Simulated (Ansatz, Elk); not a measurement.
## Bonding as seen by X-rays: SrIrS3

Structure refinements treat a crystal as free atoms side by side. For a made-up structure of SrIrS3 (cell and positions from a PBE relaxation) the runs below show what the calculated density changes in F(hkl).

Program: Elk 11.2.3 (patched build). Level of theory: DFT, PBE, all-electron APW+lo, Dirac cores, scalar-relativistic bands, static density, no spin. Results are calculated unless marked as measured.

The structure was built from a prototype and need not be the compound's stable phase.

**1. Starting point**

Symmetry: Pm-3m, No. 221, cubic system. Conventional cell: a = 4.763 Å, b = 4.763 Å, c = 4.763 Å, α = 90.00°, β = 90.00°, γ = 90.00°. Nearest to Ir lie 6 S at 2.38 Å. Nearest to Sr lie 12 S at 3.37 Å. S has 2 Ir at 2.38 Å and 4 Sr at 3.37 Å nearest. Farther neighbours and most contacts between anions are not listed.

**2. Ground state and structure factors**

An all-electron density is needed, since X-rays see the cores too. Task 0 finds the density and task 195 Fourier-transforms it; tshift is off so that phases refer to the origin typed.

Input file elk.in:

```
tasks
  0
  195

xctype
  20

spinpol
  .false.

rgkmax
  7.0

gmaxvr
  14.0

lmaxo
  7

lmaxapw
  8

swidth
  0.002

tshift
  .false.

ramdisk
  .false.

hmaxvr
  5.5

maxscl
  120

epspot
  1e-06

sppath
  './'

avec
  9.00041853222 0.00000000000 -0.00000000000
  0.00000000000 9.00041853222 0.00000000000
  -0.00000000000 0.00000000000 9.00041853222

atoms
  3
  'Ir.in'
  1
  0.5000000000 0.5000000000 0.5000000000   0.000000 0.000000 0.000000
  'Sr.in'
  1
  -0.0000000000 -0.0000000000 -0.0000000000   0.000000 0.000000 0.000000
  'S.in'
  3
  0.5000000000 0.5000000000 0.0000000000   0.000000 0.000000 0.000000
  0.5000000000 0.0000000000 0.5000000000   0.000000 0.000000 0.000000
  -0.0000000000 0.5000000000 0.5000000000   0.000000 0.000000 0.000000

ngridk
  5 5 5
```

Started as:

```sh
$ OMP_NUM_THREADS=4 elk
```

Numbers of over 12 decimals in the logs are rounded to 6 here.

The log of the run:

```text
┌─────────────────────────┐
│ Elk code version 11.2.3 │
└─────────────────────────┘

All units are atomic (Hartree, Bohr, etc.)

┌─────────────────────────────────────────────────┐
│ Ground-state run starting from atomic densities │
└─────────────────────────────────────────────────┘

Lattice vectors :
   9.000418532       0.000000000      -0.000000000
   0.000000000       9.000418532       0.000000000
  -0.000000000       0.000000000       9.000418532

Reciprocal lattice vectors :
  0.6980992367      -0.000000000       0.000000000
  -0.000000000      0.6980992367      -0.000000000
   0.000000000      -0.000000000      0.6980992367

Unit cell volume      :    729.1017081
Brillouin zone volume :   0.3402134582

Muffin-tin inner radius fraction :   0.1000000000E-01

Nuclei treated as point charges

Species : 1 (Ir)
 parameters loaded from : Ir.in
 name : iridium
 nuclear charge    :   -77.00000000
 electronic charge :    77.00000000
 atomic mass :    350390.1562
 muffin-tin radius :    2.492117189
 number of radial points in muffin-tin :   1393
 inner part over the whole radius :   0.9944599021E-02
 number on inner part of muffin-tin    :    997
 approximate nuclear radius :   0.1024342351E-03
 number of mesh points to nuclear radius :    526
 atomic positions (lattice), magnetic fields (Cartesian) :
  1 :   0.50000000  0.50000000  0.50000000    0.00000000  0.00000000  0.00000000

Species : 2 (Sr)
 parameters loaded from : Sr.in
 name : strontium
 nuclear charge    :   -38.00000000
 electronic charge :    38.00000000
 atomic mass :    159721.4892
 muffin-tin radius :    2.600000000
 number of radial points in muffin-tin :   1193
 inner part over the whole radius :   0.9909106339E-02
 number on inner part of muffin-tin    :    847
 approximate nuclear radius :   0.8067967193E-04
 number of mesh points to nuclear radius :    415
 atomic positions (lattice), magnetic fields (Cartesian) :
  1 :   0.00000000  0.00000000  0.00000000    0.00000000  0.00000000  0.00000000

Species : 3 (S)
 parameters loaded from : S.in
 name : sulphur
 nuclear charge    :   -16.00000000
 electronic charge :    16.00000000
 atomic mass :    58450.91931
 muffin-tin radius :    1.958092077
 number of radial points in muffin-tin :    793
 inner part over the whole radius :   0.9859125005E-02
 number on inner part of muffin-tin    :    552
 approximate nuclear radius :   0.6195814986E-04
 number of mesh points to nuclear radius :    252
 atomic positions (lattice), magnetic fields (Cartesian) :
  1 :   0.50000000  0.50000000  0.00000000    0.00000000  0.00000000  0.00000000
  2 :   0.50000000  0.00000000  0.50000000    0.00000000  0.00000000  0.00000000
  3 :   0.00000000  0.50000000  0.50000000    0.00000000  0.00000000  0.00000000

Total number of atoms per unit cell :    5
Total muffin-tin volume :    232.7977532
 ratio of muffin-tin to unit cell volume :   0.3192939348

Spin treatment :
 spin-unpolarised

Number of Bravais lattice symmetries :   48
Number of crystal symmetries         :   48
Crystal has inversion symmetry
Real symmetric eigensolver will be used

k-point grid :      5     5     5
k-point offset :    0.000000000       0.000000000       0.000000000
k-point set is reduced with full crystal symmetry group
Total number of k-points :       10

Muffin-tin radius times maximum |G+k| :    7.000000000
 using average radius
Maximum |G+k| for APW functions       :    3.191568883
Maximum (1/2)|G+k|²                   :    5.093055968
Maximum |G| for potential and density :    14.00000000
Constant for pseudocharge density :    9
 order of it for each species :   16  16  16
 order of it for pair densities of each species (exact exchange by exxq0 0: 17) :   13  14   7
Radial integration step length :    1

G-vector grid sizes :     42    42    42
Number of G-vectors :    33833

Maximum angular momentum used for
 APW functions            :    8
 outer part of muffin-tin :    7
 inner part of muffin-tin :    2

Total nuclear charge    :   -163.0000000
[...]
electron entropic           :    -0.39755189249963E-02
 total energy                :     -22237.487298381

Density of states at Fermi energy :    327.1209445
 (states/Hartree/unit cell)

Estimated indirect band gap :   0.1636443963E-02
 from k-point 9 to k-point 10
Estimated direct band gap   :   0.1789269981E-02
 at k-point 9

Charges :
 core                        :    106.0000000
 valence                     :    57.00000000
 interstitial                :    10.54172525
 muffin-tins (core leakage)
  species : 1 (Ir)
   atom 1                    :    74.97996681     (  0.1240610211E-02)
  species : 2 (Sr)
[...]
species : 3 (S)
[...]
total in muffin-tins        :    152.4582747
 total calculated charge     :    162.9964831
 total charge                :    163.0000000
 error                       :   0.3516938687E-02

RMS change in Kohn-Sham potential (target) :   0.3373527577     (  0.1000000000E-05)
Absolute change in total energy (target)   :   0.4988121225     (  0.1000000000E-03)

[... loops 3 to 15 left out ...]

┌──────────────────┐
│ Loop number : 16 │
└──────────────────┘

Energies :
 Fermi                       :     0.224666
 sum of occupied eigenvalues :     -13511.930580851
 electron kinetic            :      24832.364488167
 core electron kinetic       :      23979.620959853
 Coulomb                     :     -46536.647855533
 Coulomb potential           :     -37650.781994923
 nuclear-nuclear             :     -1751.0458634847
 electron-nuclear            :     -51947.611265139
 Hartree                     :      7162.0092730910
 Madelung                    :     -27711.256858072
 xc potential                :     -693.51307409540
 exchange                    :     -522.85409085017
 correlation                 :     -8.527239
 electron entropic           :    -0.36524022956767E-02
 total energy                :     -22235.668350029

Density of states at Fermi energy :    290.9299864
 (states/Hartree/unit cell)

Estimated indirect band gap :   0.9776539043E-03
 from k-point 10 to k-point 5
Estimated direct band gap   :   0.3791987847E-02
 at k-point 9

Charges :
 core                        :    106.0000000
 valence                     :    57.00000000
 interstitial                :    10.42594612
 muffin-tins (core leakage)
  species : 1 (Ir)
[...]
species : 2 (Sr)
[...]
species : 3 (S)
[...]
total in muffin-tins        :    152.5740539
 total calculated charge     :    162.9965025
 total charge                :    163.0000000
 error                       :   0.3497467924E-02

RMS change in Kohn-Sham potential (target) :   0.2071595903E-06 (  0.1000000000E-05)
Absolute change in total energy (target)   :   0.6666177433E-04 (  0.1000000000E-03)

Convergence targets achieved

┌──────────────────┐
│ Loop number : 17 │
└──────────────────┘

Energies :
 Fermi                       :     0.224666
 sum of occupied eigenvalues :     -13511.930585156
 electron kinetic            :      24832.364476986
 core electron kinetic       :      23979.620955378
 Coulomb                     :     -46536.647849113
 Coulomb potential           :     -37650.782006529
 nuclear-nuclear             :     -1751.0458634847
 electron-nuclear            :     -51947.611240550
 Hartree                     :      7162.0092549216
 Madelung                    :     -27711.256845849
 xc potential                :     -693.51305561345
 exchange                    :     -522.85409053287
 correlation                 :     -8.527239
 electron entropic           :    -0.36524020805759E-02
 total energy                :     -22235.668354469

Density of states at Fermi energy :    290.9299792
 (states/Hartree/unit cell)

Estimated indirect band gap :   0.9776496391E-03
 from k-point 10 to k-point 5
Estimated direct band gap   :   0.3791986588E-02
 at k-point 9

Charges :
 core                        :    106.0000000
 valence                     :    57.00000000
 interstitial                :    10.42594639
 muffin-tins (core leakage)
  species : 1 (Ir)
[...]
species : 2 (Sr)
[...]
species : 3 (S)
   atom 1                    :    13.75357442     (  0.3501138334E-03)
   atom 2                    :    13.75357442     (  0.3501138334E-03)
   atom 3                    :    13.75357442     (  0.3501138334E-03)
 total in muffin-tins        :    152.5740536
 total calculated charge     :    162.9965025
 total charge                :    163.0000000
 error                       :   0.3497467986E-02

┌──────────────────────────────┐
│ Self-consistent loop stopped │
└──────────────────────────────┘

Warning : core states of species 1 leak from the muffin-tin :   0.1175593720E-02

Warning : core states of species 3 leak from the muffin-tin :   0.3501138334E-03

Wrote STATE.OUT
```

Elapsed: 19 s, on 4 threads of Intel Xeon 6975P-C (Granite Rapids), shared host; peak memory 0.22 GiB; 40 s of CPU time.

SFACRHO.OUT:

```text

h k l indices transformed by vhmat matrix:
   1.000000000       0.000000000       0.000000000    
   0.000000000       1.000000000       0.000000000    
   0.000000000       0.000000000       1.000000000    

      h      k      l  multipl.   |H|            Re(F)            Im(F)           |F|

      0      0      0      1   0.0000000       163.00000      0.19191798E-15   163.00000    
      0     -1      0      6  0.69809924      -52.413464     -0.11039403E-13   52.413464    
     -1      0      1     12  0.98726141       88.667027     -0.13902483E-13   88.667027    
      1      1      1      8   1.2091433     -0.61372484      0.16342492E-13  0.61372484    
      0      0     -2      6   1.3961985       126.59807      0.20578788E-13   126.59807    
     -1      0     -2     24   1.5609973      -44.198173     -0.25151409E-13   44.198173    
     -1      1     -2     24   1.7099869       78.627776      0.61565520E-13   78.627776    
      2      2      0     12   1.9745228       111.02779     -0.37318588E-13   111.02779    
      2     -2      1     24   2.0942977      -40.137467      0.31147401E-13   40.137467    
      0      0      3      6   2.0942977      -40.035249      0.27894476E-13   40.035249    
     -3      1      0     24   2.2075836       71.615327      0.13736698E-13   71.615327    
     -1     -1     -3     24   2.3153332      -5.2423563     -0.22748168E-13   5.2423563    
      2     -2     -2      8   2.4182867       101.68682      0.17224526E-13   101.68682    
     -2     -3      0     24   2.5170326      -37.430862     -0.38162658E-13   37.430862    
     -2      1      3     48   2.6120482       66.485252     -0.20101900E-13   66.485252    
      4      0      0      6   2.7923969       94.936320     -0.32281523E-13   94.936320    
      3      2     -2     24   2.8783369      -35.329411      0.23078196E-13   35.329411    
     -4      0     -1     24   2.8783369      -35.312464     -0.32025928E-13   35.312464
```

Elk indexes on the primitive cell of elk.in and gives |H| = 4π sin θ/λ in inverse bohr. Below, one row stands for each form hkl of the conventional cell (m members, Friedel mates merged), F is for one primitive cell and the density is static (no thermal factor). Free-atom factors are Waasmaier and Kirfel's, and R is Σm||F|−|F'||/Σm|F|.

```csv
hkl,m,sin θ/λ (Å⁻¹),"abs F, DFT",neutral atoms,diff.
100,6,0.105,52.413,52.330,+0.084
110,12,0.148,88.667,88.825,-0.158
111,8,0.182,0.614,0.983,-0.369
200,6,0.210,126.598,126.539,+0.059
210,24,0.235,44.198,44.264,-0.065
211,24,0.257,78.628,78.645,-0.017
220,12,0.297,111.028,111.234,-0.206
221,24,0.315,40.138,40.245,-0.107
300,6,0.315,40.035,40.245,-0.209
310,24,0.332,71.615,71.694,-0.079
311,24,0.348,5.242,5.194,+0.049
222,8,0.364,101.687,101.816,-0.129
320,24,0.379,37.431,37.497,-0.066
321,48,0.393,66.485,66.512,-0.027
400,6,0.420,94.936,95.068,-0.132
322,24,0.433,35.329,35.326,+0.003
410,24,0.433,35.312,35.326,-0.014
411,24,0.445,62.446,62.445,+0.000
```

**3. The highest occupied states alone**

An energy window below the Fermi level keeps the highest occupied states, to see at which angles they scatter; shallow core shells can lie inside it and anion s states outside. No new self-consistency is needed.

elk.in: that of step 2 with these lines changed.

```diff
@@ -1,3 +1,2 @@
 tasks
-  0
   195
@@ -40,2 +39,5 @@
 
+wsfac
+  -0.216330 0.524670
+
 sppath
```

Started as:

```sh
$ OMP_NUM_THREADS=4 elk
```

The log of the run:

```text
┌─────────────────────────────────┐
│ Elk code version 11.2.3 started │
└─────────────────────────────────┘

Info(readinput): the functional depends on the density's gradient
 muffin-tin radial points multiplied by    2.00000
 (not where nrmtscf is given)

┌────────────────────┐
│ Current task : 195 │
└────────────────────┘
Info(checkmt): changed muffin-tin radius of species 1 (Ir) from   2.8000 to   2.4921
Info(checkmt): changed muffin-tin radius of species 3 (S) from   2.2000 to   1.9581

Info(sfacrho): density structure factors written to SFACRHO.OUT

 Energy window :  -0.2163300000      0.5246700000

┌──────────────────┐
│ Elk code stopped │
└──────────────────┘
```

Wall time 7.5 s (4 threads); peak memory 0.16 GiB.

States within 12 eV below the Fermi level hold 23.00 electrons; any levels below the window count with the cores. Their amplitudes can exceed the total, where window and core parts have opposite phase:

| hkl | sin θ/λ (Å⁻¹) | abs F, window | abs F, all |
| --- | --- | --- | --- |
| 100 | 0.105 | 8.544 | 52.413 |
| 110 | 0.148 | 2.127 | 88.667 |
| 111 | 0.182 | 1.031 | 0.614 |
| 200 | 0.210 | 5.143 | 126.598 |
| 210 | 0.235 | 2.394 | 44.198 |
| 211 | 0.257 | 1.079 | 78.628 |
| 220 | 0.297 | 1.069 | 111.028 |
| 221 | 0.315 | 0.567 | 40.138 |
| 300 | 0.315 | 0.221 | 40.035 |
| 310 | 0.332 | 0.260 | 71.615 |

(Continued in part 2 of 2.)

[Logs are printed without paths, hosts, clocks, repeated set-up lines and the standing remarks that a program may print on its own settings, such as how far it seeks lower states.]

[Hosts, paths, dates, database ids (printed as entryN), source tags and the programs' standing remarks are cut or masked in the printed files.]
